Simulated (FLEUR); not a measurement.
Entries from a set of simulations; values are calculated unless marked as measured.

```
! title: free-standing square Eu monolayer, spacing 3.816 A: which magnetic order is lowest
! method: LDA (VWN) with U = 3.6 eV on Eu f; all-electron FLAPW film, Dirac cores, scalar-relativistic bands (and 1 further level or step)
! program: FLEUR MaX-R8.1
! settings of one run: kmax 3.6 1/bohr, gmax 10.8 1/bohr, muffin tin radii Eu: 2.8 bohr, lmax Eu: [10, 8], hist occupations, smearing width 0.03 eV, mixer Anderson, mixing 0.03, max iterations 130, stop 0.0001 me/bohr³, film mode on, collinear spin, 8×4×1 k-mesh, double counting FLL, mesh matched on, seeded occupations whole cubic f orbitals, Hund's first rule, starting moments 7 -7 μB
! cost: 6 runs, 3.8 min in all on 4 MPI ranks of Arm Neoverse V2, shared host (the runs of this entry)
! notes: Only 4 starts were tried; other patterns of signs, canted and longer-period orders were not.
! lowest state found: antiferromagnetic (initial antiferro q=(0,1/2,0) +-)
! largest site spin moment: 7.03 μB
! next finished state: ferromagnetic, 6.64 meV a seeded atom higher
! spinless run over the lowest (under a U no clean measure of the moments): 10404 meV a seeded atom
! orbital moment on the atom of largest spin, along its spin (spin–orbit run): -0.0122 μB
! spin plus orbital moment: Eu 7.01 μB
CELL_PARAMETERS angstrom
3.81600 0.00000 0.00000
0.00000 7.63200 0.00000
0.00000 0.00000 14.00000
ATOMIC_POSITIONS crystal
Eu 0.00000 0.00000 0.50000
Eu 0.00000 0.50000 0.50000
```

[Logs and program files are shortened in this print: banners, set-up blocks, solver, clock and traceback lines can be left out without a mark of their own.]

[Logs are printed without paths, hosts, clocks, repeated set-up lines and the standing remarks that a program may print on its own settings, such as how far it seeks lower states.]

[Hosts, paths, dates, database ids (printed as entryN), source tags and the programs' standing remarks are cut or masked in the printed files.]

[Where a cell is said to come from a database of computed structures, the database is the Materials Project.]
